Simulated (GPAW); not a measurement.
## Optical response of TiSi2 (Zhiqinite)

Aim: the dielectric function of TiSi2 (Zhiqinite), and the optical constants that follow from it. The cell comes from an older database entry, whose edges can differ from later determinations, mostly by under a per cent.

Main program and level: GPAW 26.7.0; DFT, LDA, plane-wave PAW (GPAW data sets), scalar-relativistic, RPA, optical limit.

The database entry behind the starting cell is an old determination (1939), so it need not match the best structure at ambient conditions.

## 1. Starting point

Symmetry: Fddd, No. 70, orthorhombic system. Conventional cell: a = 4.773 Å, b = 8.236 Å, c = 8.523 Å, α = 90.00°, β = 90.00°, γ = 90.00°. Ti has 10 Si at 2.54 to 2.75 Å nearest. Nearest to Si lie 5 Ti at 2.54 to 2.75 Å and 5 Si at 2.54 to 2.75 Å. Farther neighbours are not listed.

## 2. Ground state

First the ground state: is it a metal or has it a gap?

This step: DFT, LDA, plane-wave PAW (GPAW data sets), scalar-relativistic, ground state (GPAW 26.7.0).

gs.py reads:

```python
from ase import Atoms
from ase.dft.bandgap import bandgap
from gpaw import GPAW, PW, FermiDirac

atoms = Atoms(['Ti', 'Ti', 'Si', 'Si', 'Si', 'Si'],
              cell=[[0.000000000000, 4.118000000000, 4.261500000000],
                    [2.386500000000, 0.000000000000, 4.261500000000],
                    [2.386500000000, 4.118000000000, 0.000000000000]],
              scaled_positions=[[0.500000000000, 0.500000000000, 0.500000000000],
                                [0.750000000000, 0.750000000000, 0.750000000000],
                                [0.833000000000, 0.167000000000, 0.833000000000],
                                [0.167000000000, 0.833000000000, 0.167000000000],
                                [0.417000000000, 0.083000000000, 0.417000000000],
                                [0.083000000000, 0.417000000000, 0.083000000000]],
              pbc=[True, True, True])
atoms.calc = GPAW(mode=PW(500), xc='LDA', kpts={'size': (6, 6, 6), 'gamma': True},
                  occupations=FermiDirac(0.05), maxiter=150, txt='gs.txt')
print('energy (eV)', atoms.get_potential_energy())
print('Fermi level (eV)', atoms.calc.get_fermi_level())
print('valence electrons', atoms.calc.get_number_of_electrons())
print('gap (eV)', bandgap(atoms.calc, output=None)[0])
print('direct gap (eV)', bandgap(atoms.calc, direct=True, output=None)[0])
atoms.calc.write('gs.gpw')
```

Command:

```bash
$ OMP_NUM_THREADS=1 python gs.py
```

Numbers of over 12 decimals in the logs are rounded to 6 here.

The log of the run:

```text
__  _  _
 | _ |_)|_||  |
 |__||  | ||/\| - 26.7.0

Versions:
  Python: 3.12.14
  ASE:    3.29.0
  Numpy:  2.5.5
  Scipy:  1.18.1
  Libxc:  7.0.0

Input parameters:
  mode=PW(ecut=500.0),
  kpts=MonkhorstPack(size=(6, 6, 6), gamma=True),
  maxiter=150,
  occupations=Occupations(name='fermi-dirac', width=0.05, fixmagmom=False),
  xc=XC(name='LDA')

Diagonalizing LCAO Hamiltonian
Converting LCAO to pw mode

                Ti

              Si

            Ti
           Si

         Si
       Si

Atoms  # Å, Bohr magnetons
|   | symbol |        x |        y |        z |    initial magnetic moments |
| 0 |     Ti | 2.386500 | 4.118000 | 4.261500 | ( 0.0000,  0.0000,  0.0000) |
| 1 |     Ti | 3.579750 | 6.177000 | 6.392250 | ( 0.0000,  0.0000,  0.0000) |
| 2 |     Si | 2.386500 | 6.860588 | 4.261500 | ( 0.0000,  0.0000,  0.0000) |
| 3 |     Si | 2.386500 | 1.375412 | 4.261500 | ( 0.0000,  0.0000,  0.0000) |
| 4 |     Si | 1.193250 | 3.434412 | 2.130750 | ( 0.0000,  0.0000,  0.0000) |
| 5 |     Si | 1.193250 | 0.683588 | 2.130750 | ( 0.0000,  0.0000,  0.0000) |

Unit cell  # Å
| periodic |        x |        y |        z |  lengths |    angles |
|      yes | 0.000000 | 4.118000 | 4.261500 | 5.926070 | 75.818355 |
|      yes | 2.386500 | 0.000000 | 4.261500 | 4.884236 | 53.042013 |
|      yes | 2.386500 | 4.118000 | 0.000000 | 4.759549 | 51.139632 |

Number of symmetries: 4
Symmetry operations  # r_c * U_cc + t_c -> r_c
|   | kind |            matrix            |
| 0 |  E   |  1, 0, 0,  0, 1, 0,  0, 0, 1 |
| 1 |  C2  |  0, 1,-1,  1, 0,-1,  0, 0,-1 |
| 2 |  C2  |  0,-1, 1,  0,-1, 0,  1,-1, 0 |
| 3 |  C2  | -1, 0, 0, -1, 0, 1, -1, 1, 0 |

BZ-sampling:
  Number of BZ points: 216
  Number of IBZ points: 46

  Monkhorst-Pack size: [6, 6, 6]
  Monkhorst-Pack shift: [0.083333, 0.083333, 0.083333]

K-points  # in reciprocal-cell coordinates
|     |                                coordinates |     weight |
|   0 | (  0.00000000,   0.00000000,   0.00000000) | 0.00462963 |
|   1 | (  0.00000000,   0.16666667,   0.16666667) | 0.00925926 |
|   2 | (  0.00000000,   0.33333333,   0.33333333) | 0.00925926 |
|   3 | (  0.00000000,   0.50000000,   0.50000000) | 0.00462963 |
|   4 | (  0.16666667,  -0.33333333,   0.50000000) | 0.00925926 |
|   5 | (  0.16666667,   0.00000000,   0.16666667) | 0.00925926 |
|   6 | (  0.16666667,   0.16666667,   0.00000000) | 0.00925926 |
|   7 | (  0.16666667,   0.16666667,   0.16666667) | 0.03703704 |
|   8 | (  0.16666667,   0.16666667,   0.33333333) | 0.01851852 |
|   9 | (  0.16666667,   0.33333333,   0.16666667) | 0.01851852 |
| ... |                                            |            |
|  45 | (  0.50000000,   0.50000000,   0.50000000) | 0.01851852 |

Plane wave coefficients: 2156
Cutoff: 500.0 eV

Spin-components: 1 (collinear spins)
Bands:           28
Projectors:      32
Spin-degeneracy: 2
Datatype:        complex128

Parallelization:
  kpt:    1
  domain: 1
  band:   1

Density:
  Valence electrons: 40.0
  Components: 1
  Grid points: [32 32 32]
  Charge: 0.0  # |e|

Potential:
  Grid points: [32 32 32]

species:
  Ti:
    name:    Titanium
    id:
    Z:       22.0
    valence: 12
    core:    10
    charge:  0.0  # [|e|]
    compensation charges:
      type: gauss
      rc: 0.38  # [Å]
      lmax: 2
    cutoffs:
      filter: 2.23  # [Å]
      core: 1.02  # [Å]
    projectors
    | kind |    occ | energy [eV] | rcut [Å] |
    |   3s |  2.000 |     -62.257 |    1.270 |
    |   4s |  2.000 |      -4.593 |    1.270 |
    |   3p |  6.000 |     -38.791 |    1.058 |
    |   4p |  0.000 |      -1.536 |    1.058 |
    |   3d |  2.000 |      -4.463 |    1.058 |
    |    d |        |      22.748 |    1.058 |

    Using partial waves for Ti as LCAO basis

  Si:
    name:    Silicon
    id:
    Z:       14.0
    valence: 4
    core:    10
    charge:  0.0  # [|e|]
    compensation charges:
      type: gauss
      rc: 0.33  # [Å]
      lmax: 2
    cutoffs:
      filter: 1.86  # [Å]
      core: 2.06  # [Å]
    projectors
    | kind |    occ | energy [eV] | rcut [Å] |
    |   3s |  2.000 |     -10.878 |    1.058 |
    |   3p |  2.000 |      -4.162 |    1.058 |
    |    s |        |      16.334 |    1.058 |
    |    p |        |      23.049 |    1.058 |
    |    d |        |       0.000 |    1.058 |

    Using partial waves for Si as LCAO basis

Reference energy: -77782.750851  # eV

eigensolver:
  PPCG
  Converge bands: occupied
  niter=2

density mixing:
  MSR1-Mixer
  Pratt-step length: 0.05
  Maximum mixing coefficient: 0.75
  Old densities: 10
  SVD Regularization: 0.005
  Good broyden scale: 1.0
  Trust region scale: 1.0
  Backstep threshold: 4.0
  History deletion threshold: 6.0
  Fourier metric: weight=20.0, sigma=0.015

occupation numbers:
  Fermi-Dirac:
    width: 0.0500  # eV

poisson solver:
  ecut: 4000.0  # eV

xc functional:
  name: None

convergence criteria:
- Maximum [total energy] change in last 3 cyles: 0.0005 eV / valence electron
- Maximum integral of absolute [dens]ity change: 0.0001 electrons / valence electron
- Maximum integral of absolute [eigenst]ate change: 4e-08 eV^2 / valence electron
maximum number of iterations: 150

SCF iterations
|iter     |      energy | eigst |  dens |
|iter:   1||  -42.834578 | +0.43 |       |
|iter:   2||  -42.844476 | -1.67 | -1.22 |
|iter:   3||  -44.096468 | -0.26 | -1.24 |
|iter:   4||  -42.679593 | -0.17 | -1.10 |
|iter:   5||  -42.595466 | -1.46 | -1.50 |
|iter:   6||  -42.599453 | -2.09 | -2.14 |
|iter:   7||  -42.596696c| -3.13 | -2.47 |
|iter:   8||  -42.596648c| -3.82 | -3.12 |
|iter:   9||  -42.596646c| -5.77 | -3.80 |
|iter:  10||  -42.596646c| -6.35 | -4.23c|
|iter:  11||  -42.596646c| -7.49c| -4.86c|

Converged in 11 steps
SCF loop duration: 70.980 s (6.453 s/step)
Energy contributions relative to reference atoms: (reference = -77782.750851)

Energy contributions:
  Kinetic:          40.019389
  Coulomb:         -31.522603
  Zero:             -0.221612
  External:          0.000000
  Xc:              -50.864548
  Entropy:          -0.014547
  Spinorbit:         0.000000
  ----------------------------
  Free energy:     -42.603919
  Extrapolated:    -42.596646

dipole moment: (-5.112370, -8.821597, -9.129003)  # |e|*Ang

Fermi level: 9.589
Eigenvalues  # (at kpt = [0.000, 0.000, 0.000])
| band index |      eig [eV] | occ [0-2] |
|          0 |       -46.120 |     2.000 |
|        ... |               |           |
|         13 |         5.725 |     2.000 |
|         14 |         5.740 |     2.000 |
|         15 |         6.956 |     2.000 |
|         16 |         7.300 |     2.000 |
|         17 |         7.628 |     2.000 |
|         18 |         7.858 |     2.000 |
|         19 |         8.079 |     2.000 |
|         20 |         8.592 |     2.000 |
|         21 |        11.520 |     0.000 |
|         22 |        12.703 |     0.000 |
|         23 |        12.781 |     0.000 |
|         24 |        12.920 |     0.000 |
|         25 |        12.939 |     0.000 |
|         26 |        13.222 |     0.000 |
|         27 |        13.246 |     0.000 |

No gap
No difference between direct/indirect transitions

--- standard output ---
energy (eV) -42.596646
Fermi level (eV) 9.588669
valence electrons 40.0
gap (eV) 0.0
direct gap (eV) 0.0
```

Run time: 77 s. Hardware: 1 thread of Arm Neoverse V1, shared host; peak memory 0.25 GiB.

Read-outs, printed or worked out from the files:

* energy: -42.60 eV
* Fermi energy: 9.589 eV
* electrons: 40

There are states at the Fermi level within the smearing, so the occupations stay smeared and the carriers get a Drude term.

## 3. Bands for the response

At the fixed density, many empty bands are solved on the mesh of the response, since the spectrum sums over them.

This step: DFT, LDA, plane-wave PAW (GPAW data sets), scalar-relativistic, bands at fixed density (GPAW 26.7.0).

nscf.py reads:

```python
from ase.dft.bandgap import bandgap
from gpaw import GPAW, FermiDirac

calc = GPAW('gs.gpw').fixed_density(kpts={'size': (8, 8, 8), 'gamma': True}, nbands=87, convergence={'bands': 81},
                                    occupations=FermiDirac(0.05), txt='nscf.txt')
print('gap (eV)', bandgap(calc, output=None)[0])
print('direct gap (eV)', bandgap(calc, direct=True, output=None)[0])
print('top band over the Fermi level (eV)', min(calc.get_eigenvalues(kpt=k)[80] for k in range(len(calc.get_ibz_k_points()))) - calc.get_fermi_level())
calc.write('full.gpw', mode='all')
```

Command:

```bash
$ OMP_NUM_THREADS=1 python nscf.py
```

The log of the run:

```text
Diagonalizing LCAO Hamiltonian
Converting LCAO to pw mode
convergence criteria:
- Maximum integral of absolute [eigenst]ate change: 4e-08 eV^2 / valence electron
maximum number of iterations: 150

SCF iterations
|iter     |      energy | eigst |  dens |
|iter:   1||             | +3.59 |       |
|iter:   2||             | +2.34 |       |
|iter:   3||             | +1.42 |       |
|iter:   4||             | +0.46 |       |
|iter:   5||             | -0.29 |       |
|iter:   6||             | -0.99 |       |
|iter:   7||             | -1.57 |       |
|iter:   8||             | -2.22 |       |
|iter:   9||             | -2.86 |       |
|iter:  10||             | -3.54 |       |
|iter:  11||             | -4.18 |       |
|iter:  12||             | -4.86 |       |
|iter:  13||             | -5.49 |       |
|iter:  14||             | -6.16 |       |
|iter:  15||             | -6.73 |       |
|iter:  16||             | -7.17 |       |
|iter:  17||             | -7.52c|       |
SCF steps: 17
  __  _  _
 | _ |_)|_||  |
 |__||  | ||/\| - 26.7.0

Versions:
  Python: 3.12.14
  ASE:    3.29.0
  Numpy:  2.5.5
  Scipy:  1.18.1
  Libxc:  7.0.0

Input parameters:
  mode=PW(ecut=500.0),
  convergence={'bands': 81},
  gpts=array([32, 32, 32]),
  kpts=MonkhorstPack(size=(8, 8, 8), gamma=True),
  maxiter=150,
  nbands=87,
  occupations=Occupations(name='fermi-dirac', width=0.05, fixmagmom=False),
  parallel={},
  xc=XC(name='LDA')

--- standard output ---
gap (eV) 0.0
direct gap (eV) 0.0
top band over the Fermi level (eV) 32.040243
```

Wall time 12 min (1 thread); peak memory 0.55 GiB.

## 4. Dielectric function, RPA

Transitions between filled and empty bands, summed over the zone, give the optical response, so mesh, band count and broadening shape it.

The induced potential is part of this response.

This step: DFT, LDA, plane-wave PAW (GPAW data sets), scalar-relativistic, RPA, optical limit (GPAW 26.7.0).

df.py reads:

```python
from gpaw.response.df import DielectricFunction

df = DielectricFunction('full.gpw', frequencies={'type': 'nonlinear', 'domega0': 0.03, 'omega2': 8},
                        ecut=50,
                        eta=0.15,
                        nbands=81,
                        rate=0.05,
                        txt='df.txt')
for direction in ['x', 'y', 'z']:
    df.get_dielectric_function(xc='RPA', direction=direction, filename=f'df_{direction}.csv')
```

Command:

```bash
$ OMP_NUM_THREADS=1 python df.py
```

The log of the run:

```text
Using integrator: PointIntegrator
NonLinearFrequencyDescriptor(from 0.000 to 90.926 eV, 532 points)
Nonperiodic BCs:  [False False False]
Using integrator: PointIntegrator
NonLinearFrequencyDescriptor(from 0.000 to 90.926 eV, 532 points)
Nonperiodic BCs:  [False False False]
Using integrator: PointIntegrator

Calculating chi0 body with:
    Ground state adapter containing:
    Number of spins: 1
    Number of kpoints: 512
    Number of irreducible kpoints: 95
    Number of completely occupied states: 17
    Number of partially occupied states: 22

    Linear response parametrization:
    q_c: [0.0, 0.0, 0.0]
    Number of frequency points: 532
    Planewave cutoff: 50.0
    Number of bands: 81
    Number of planewaves: 71
    Broadening (eta): 0.15

Integrating chi0 body.

Symmetries of q_c:
    Direct symmetries (Uq -> q): 4
    Indirect symmetries (TUq -> q): 4
In total 8 allowed symmetries.

95 groups of equivalent kpoints. 81.4453125% reduction.

Integral kind: spectral function

Calculating chi0 optical extensions with:
    Ground state adapter containing:
    Number of spins: 1
    Number of kpoints: 512
    Number of irreducible kpoints: 95
    Number of completely occupied states: 17
    Number of partially occupied states: 22

    Linear response parametrization:
    Number of frequency points: 532
    Planewave cutoff: 50.0
    Number of bands: 81
    Number of planewaves: 71
    Broadening (eta): 0.15
Integrating chi0 head and wings.

Symmetries of q_c:
    Direct symmetries (Uq -> q): 4
    Indirect symmetries (TUq -> q): 4
In total 8 allowed symmetries.

95 groups of equivalent kpoints. 81.4453125% reduction.

Integral kind: spectral function wings

Calculating drude chi0 with:
    Number of frequency points:532
    Plasma frequency decay rate: 0.05 eV

    Ground state adapter containing:
    Number of spins: 1
    Number of kpoints: 512
    Number of irreducible kpoints: 95
    Number of completely occupied states: 17
    Number of partially occupied states: 22

Symmetries of q_c:
    Direct symmetries (Uq -> q): 4
    Indirect symmetries (TUq -> q): 4
In total 8 allowed symmetries.

95 groups of equivalent kpoints. 81.4453125% reduction.

Integral kind: intraband
Plasma frequency:
[[4.98+0.j 0.  +0.j 0.  -0.j]
 [0.  +0.j 5.06+0.j 0.  +0.j]
 [0.  -0.j 0.  +0.j 3.56-0.j]]
```

Elapsed: 2.3 min, on 1 thread; peak memory 0.4 GiB.

Some rows of df_x.csv (energy; Re and Im without local fields; Re and Im with them):

```text
0.000000, 9985.881685, 0.000000, 9985.806228, 0.000000
0.460735, -85.913077, 40.633530, -86.022607, 40.637482
0.943989, -1.386455, 16.122472, -1.500767, 16.019521
1.451455, 8.203893, 19.577752, 8.256122, 19.477085
1.984998, 7.923012, 18.717808, 8.029982, 18.804707
2.546682, 11.450924, 15.753312, 11.265096, 15.737057
3.138794, 6.329181, 20.785431, 6.385676, 20.666558
3.763875, 6.524256, 18.291127, 6.549403, 18.214924
4.424758, 2.889597, 20.560673, 3.182525, 20.621036
5.124608, -3.564468, 20.845396, -3.731328, 21.120281
5.866977, -9.646065, 15.267915, -9.819769, 15.019667
6.655862, -9.342418, 7.664075, -9.286521, 7.547687
7.495775, -7.670570, 4.869190, -7.564377, 4.853282
8.391833, -5.626340, 2.606889, -5.530126, 2.630576
9.349861, -4.310168, 1.717104, -4.221791, 1.819006
10.376517, -3.108414, 1.000429, -3.104751, 1.074534
11.479449, -2.237645, 0.616320, -2.255001, 0.700346
12.667487, -1.552489, 0.398539, -1.587338, 0.461022
13.950874, -1.017171, 0.269535, -1.052545, 0.325369
```

(Continued in part 2 of 2.)

[Machine, clock and banner lines and Python warnings are left out of the logs.]

[Logs are printed without paths, hosts, clocks, repeated set-up lines and the standing remarks that a program may print on its own settings, such as how far it seeks lower states.]

[Hosts, paths, dates, database ids (printed as entryN), source tags and the programs' standing remarks are cut or masked in the printed files.]
